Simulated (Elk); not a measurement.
# Nickel: energy against a fixed spin moment

How stiff is the moment of Nickel, and are there other minima?

Program: Elk 11.2.3 (patched build). Level of theory: LDA (Perdew-Wang); all-electron APW+lo, Dirac cores, scalar-relativistic bands. Results are calculated unless marked as measured.

**1. Set-up**

It takes space group Fm-3m (No. 225, cubic). Conventional cell: a = 3.524 Å, b = 3.524 Å, c = 3.524 Å, α = 90.00°, β = 90.00°, γ = 90.00°. Ni has 12 Ni at 2.49 Å nearest.

**2. The free run**

The free run shows where the moment settles by itself and gives the state from which the held runs start.

Moments are seeded by fields in the spheres (the last three columns under atoms), set against the wanted direction and reduced each loop.

elk.in

```
tasks
  0

xctype
  3

rgkmax
  7.0

nempty
  10

swidth
  0.003

reducebf
  0.5

epsengy
  1e-05

maxscl
  120

spinpol
  .true.

sppath
  './'

avec
  0.00000000000 3.32957459939 3.32957459939
  3.32957459939 0.00000000000 3.32957459939
  3.32957459939 3.32957459939 0.00000000000

atoms
  1
  'Ni.in'
  1
  0.0000000000 0.0000000000 0.0000000000   0.000000 0.000000 -0.050000

ngridk
  16 16 16
```

The run is started by

```bash
$ OMP_NUM_THREADS=4 elk
```

Numbers of over 12 decimals in the logs are rounded to 6 here.

Log:

```text
Warning(init1): few empty states an atom for a second variation :    10.00000000
 they are its basis, with spin, DFT+U, afieldc (12 by default), in Hartree-Fock and RDMFT; 30 and more for pressures
Warning(gndstate): core states of species 1 leak from the muffin-tin :   0.4219392432E-03

--- INFO.OUT ---
┌─────────────────────────┐
│ Elk code version 11.2.3 │
└─────────────────────────┘

All units are atomic (Hartree, Bohr, etc.)

┌─────────────────────────────────────────────────┐
│ Ground-state run starting from atomic densities │
└─────────────────────────────────────────────────┘

Lattice vectors :
   0.000000000       3.329574599       3.329574599
   3.329574599       0.000000000       3.329574599
   3.329574599       3.329574599       0.000000000

Reciprocal lattice vectors :
 -0.9435417528      0.9435417528      0.9435417528
  0.9435417528     -0.9435417528      0.9435417528
  0.9435417528      0.9435417528     -0.9435417528

Unit cell volume      :    73.82377427
Brillouin zone volume :    3.360031587

Muffin-tin inner radius fraction :   0.1000000000E-01

Nuclei treated as point charges

Species : 1 (Ni)
 parameters loaded from : Ni.in
 name : nickel
 nuclear charge    :   -28.00000000
 electronic charge :    28.00000000
 atomic mass :    106991.5231
 muffin-tin radius :    2.329364778
 number of radial points in muffin-tin :    497
 inner part over the whole radius :   0.9720849872E-02
 number on inner part of muffin-tin    :    350
 approximate nuclear radius :   0.7325707712E-04
 number of mesh points to nuclear radius :    168
 atomic positions (lattice), magnetic fields (Cartesian) :
  1 :   0.00000000  0.00000000  0.00000000    0.00000000  0.00000000 -0.05000000

Total number of atoms per unit cell :    1
Total muffin-tin volume :    52.94209487
 ratio of muffin-tin to unit cell volume :   0.7171415360

Spin treatment :
 spin-polarised
 global magnetic field (Cartesian) :    0.000000000       0.000000000       0.000000000
 collinear magnetisation in z-direction

Number of Bravais lattice symmetries :   48
Number of crystal symmetries         :   48
Crystal has inversion symmetry
Real symmetric eigensolver will be used

k-point grid :     16    16    16
k-point offset :    0.000000000       0.000000000       0.000000000
k-point set is reduced with full crystal symmetry group
Total number of k-points :      145

Muffin-tin radius times maximum |G+k| :    7.000000000
 using average radius
Maximum |G+k| for APW functions       :    3.005111122
Maximum (1/2)|G+k|²                   :    4.515346427
Maximum |G| for potential and density :    12.00000000
Constant for pseudocharge density :    7
 order of it for each species :   14
 order of it for pair densities of each species (exact exchange by exxq0 0: 14) :   10
Radial integration step length :    1

G-vector grid sizes :     18    18    18
Number of G-vectors :     2109

Maximum angular momentum used for
 APW functions            :    8
 outer part of muffin-tin :    6
 inner part of muffin-tin :    2

Total nuclear charge    :   -28.00000000
Total core charge       :    12.00000000
Total valence charge    :    16.00000000
Total excess charge     :    0.000000000
Total electronic charge :    28.00000000

Effective Wigner radius, rₛ :   0.8570046955

Number of empty states         :     10
Total number of valence states :     38
Total number of core states    :     12

Third-order local-orbitals added for an l without core states : T
Total number of local-orbitals :     22

Exchange-correlation functional :      3     0     0
 Perdew-Wang/Ceperley-Alder, Phys. Rev. B 45, 13244 (1992)
 gradient requirement :    0
 local density approximation (LDA)

Smearing type :    3
 Fermi-Dirac
Smearing width :   0.3000000000E-02
Effective electronic temperature (K) :    947.3250744

Mixing type :    3
 Broyden mixing, J. Phys. A: Math. Gen. 17, L317 (1984)

Kohn-Sham potential initialised from atomic data

┌──────────────────────────────┐
│ Self-consistent loop started │
└──────────────────────────────┘

┌─────────────────┐
│ Loop number : 1 │
└─────────────────┘

Energies :
 Fermi                       :     0.184748
 sum of occupied eigenvalues :     -875.22700106532
 electron kinetic            :      1540.4748799098
 core electron kinetic       :      1382.5769032337
 Coulomb                     :     -2997.9378472107
 Coulomb potential           :     -2333.8116104193
 nuclear-nuclear             :     -269.89422819822
 electron-nuclear            :     -3133.1465687829
 Hartree                     :      405.10294977045
 Madelung                    :     -1831.0320420010
 xc potential                :     -81.813978042494
 xc effective B-field        :    -0.33662004064833E-01
 external B-field            :      0.000000
 exchange                    :     -58.560929512909
 correlation                 :     -2.449572
 electron entropic           :    -0.10397748070986E-02
 total energy                :     -1518.4745088328
 (external B-field energy excluded from total)

Density of states at Fermi energy :    34.37817908
 (states/Hartree/unit cell)

Estimated indirect band gap :   0.5156818730E-03
 from k-point 88 to k-point 119
Estimated direct band gap   :   0.4341215187E-02
 at k-point 109

Charges :
 core                        :    12.00000000
 valence                     :    16.00000000
 interstitial                :   0.8098402837
 muffin-tins (core leakage)
  species : 1 (Ni)
   atom 1                    :    27.19015972     (  0.4273789513E-03)
 total in muffin-tins        :    27.19015972
 total calculated charge     :    27.99901203
 total charge                :    28.00000000
 error                       :   0.9879711808E-03

Moments :
 interstitial                :  -0.5046779350E-01
 muffin-tins
  species : 1 (Ni)
   atom 1                    :    1.186593065
 total in muffin-tins        :    1.186593065
 total moment                :    1.136125272

┌─────────────────┐
│ Loop number : 2 │
└─────────────────┘

Energies :
 Fermi                       :     0.185133
 sum of occupied eigenvalues :     -875.21636082354
 electron kinetic            :      1540.1833449664
 core electron kinetic       :      1382.4160221471
 Coulomb                     :     -2997.9868710204
 Coulomb potential           :     -2333.7879831512
 nuclear-nuclear             :     -269.89422819822
 electron-nuclear            :     -3133.2684562380
 Hartree                     :      405.17581341587
 Madelung                    :     -1831.0928794448
 xc potential                :     -81.539875281852
 xc effective B-field        :    -0.33467930267275E-01
 external B-field            :      0.000000
 exchange                    :     -58.565142992723
 correlation                 :     -2.449705
 electron entropic           :    -0.10405021632368E-02
 total energy                :     -1518.8194147529
 (external B-field energy excluded from total)

Density of states at Fermi energy :    34.40399246
 (states/Hartree/unit cell)

Estimated indirect band gap :   0.5189160157E-03
 from k-point 88 to k-point 119
Estimated direct band gap   :   0.5037561622E-02
 at k-point 109

Charges :
 core                        :    12.00000000
 valence                     :    16.00000000
 interstitial                :   0.8086996593
 muffin-tins (core leakage)
  species : 1 (Ni)
   atom 1                    :    27.19130034     (  0.4270621102E-03)
 total in muffin-tins        :    27.19130034
 total calculated charge     :    27.99901257
 total charge                :    28.00000000
 error                       :   0.9874331695E-03

Moments :
 interstitial                :  -0.5033398984E-01
 muffin-tins
  species : 1 (Ni)
   atom 1                    :    1.183152621
 total in muffin-tins        :    1.183152621
 total moment                :    1.132818631

RMS change in Kohn-Sham potential (target) :   0.5062833551     (  0.1000000000E-05)
Absolute change in total energy (target)   :   0.3449059201     (  0.1000000000E-04)

[... loops 3 to 16 left out ...]

┌──────────────────┐
│ Loop number : 17 │
└──────────────────┘

Energies :
 Fermi                       :     0.260777
 sum of occupied eigenvalues :     -872.28613182497
 electron kinetic            :      1541.8323387465
 core electron kinetic       :      1382.8398616991
 Coulomb                     :     -2999.1141556671
 Coulomb potential           :     -2333.2137755511
 nuclear-nuclear             :     -269.89422819822
 electron-nuclear            :     -3136.1485231024
 Hartree                     :      406.92859563348
 Madelung                    :     -1832.5072678916
 xc potential                :     -80.896460322159
 xc effective B-field        :    -0.82347017245587E-02
 external B-field            :      0.000000
 exchange                    :     -58.654932053977
 correlation                 :     -2.454433
 electron entropic           :    -0.14150698269688E-02
 total energy                :     -1518.3925969468
 (external B-field energy excluded from total)

Density of states at Fermi energy :    48.23108331
 (states/Hartree/unit cell)

Estimated indirect band gap :   0.4740713189E-03
 from k-point 65 to k-point 120
Estimated direct band gap   :   0.8499791652E-02
 at k-point 116

Charges :
 core                        :    12.00000000
 valence                     :    16.00000000
 interstitial                :   0.7717855326
 muffin-tins (core leakage)
  species : 1 (Ni)
   atom 1                    :    27.22821447     (  0.4219392323E-03)
 total in muffin-tins        :    27.22821447
 total calculated charge     :    27.99903937
 total charge                :    28.00000000
 error                       :   0.9606349629E-03

Moments :
 interstitial                :  -0.1943803023E-01
 muffin-tins
  species : 1 (Ni)
   atom 1                    :   0.6090667265
 total in muffin-tins        :   0.6090667265
 total moment                :   0.5896286962

RMS change in Kohn-Sham potential (target) :   0.1898264402E-06 (  0.1000000000E-05)
Absolute change in total energy (target)   :   0.4485919135E-05 (  0.1000000000E-04)

Convergence targets achieved

┌──────────────────┐
│ Loop number : 18 │
└──────────────────┘

Energies :
 Fermi                       :     0.260777
 sum of occupied eigenvalues :     -872.28613080000
 electron kinetic            :      1541.8323384642
 core electron kinetic       :      1382.8398610650
 Coulomb                     :     -2999.1141545751
 Coulomb potential           :     -2333.2137763941
 nuclear-nuclear             :     -269.89422819822
 electron-nuclear            :     -3136.1485199292
 Hartree                     :      406.92859355233
 Madelung                    :     -1832.5072663781
 xc potential                :     -80.896458180365
 xc effective B-field        :    -0.82346886903331E-02
 external B-field            :      0.000000
 exchange                    :     -58.654931912945
 correlation                 :     -2.454433
 electron entropic           :    -0.14150722391576E-02
 total energy                :     -1518.3925959948
 (external B-field energy excluded from total)

Density of states at Fermi energy :    48.23116160
 (states/Hartree/unit cell)

Estimated indirect band gap :   0.4739830426E-03
 from k-point 65 to k-point 120
Estimated direct band gap   :   0.8499913455E-02
 at k-point 116

Charges :
 core                        :    12.00000000
 valence                     :    16.00000000
 interstitial                :   0.7717856199
 muffin-tins (core leakage)
  species : 1 (Ni)
   atom 1                    :    27.22821438     (  0.4219392432E-03)
 total in muffin-tins        :    27.22821438
 total calculated charge     :    27.99903937
 total charge                :    28.00000000
 error                       :   0.9606348883E-03

Moments :
 interstitial                :  -0.1943802042E-01
 muffin-tins
  species : 1 (Ni)
   atom 1                    :   0.6090662913
 total in muffin-tins        :   0.6090662913
 total moment                :   0.5896282709

┌──────────────────────────────┐
│ Self-consistent loop stopped │
└──────────────────────────────┘

Warning : core states of species 1 leak from the muffin-tin :   0.4219392432E-03

Wrote STATE.OUT
```

It took 13 s on 4 threads of Arm Neoverse V2, shared host; peak memory 0.07 GiB; 47 s of CPU time.

This step gave:

```
density of states at the Fermi level : 1.772 states/eV/cell
moment between the spheres           : -0.01944 μB
magnetization                        : 0.5896 μB
final state                          : ferromagnetic
largest moment                       : 0.6091 μB
```

After 18 cycles the largest moment stands at 0.609 μB.

(Continued in part 2 of 2.)

[Logs and program files are shortened in this print: banners, set-up blocks, solver, clock and traceback lines can be left out without a mark of their own.]

[Logs are printed without paths, hosts, clocks, repeated set-up lines and the standing remarks that a program may print on its own settings, such as how far it seeks lower states.]

[Hosts, paths, dates, database ids (printed as entryN), source tags and the programs' standing remarks are cut or masked in the printed files.]

[Where a cell is said to come from a database of computed structures, the database is the Materials Project.]
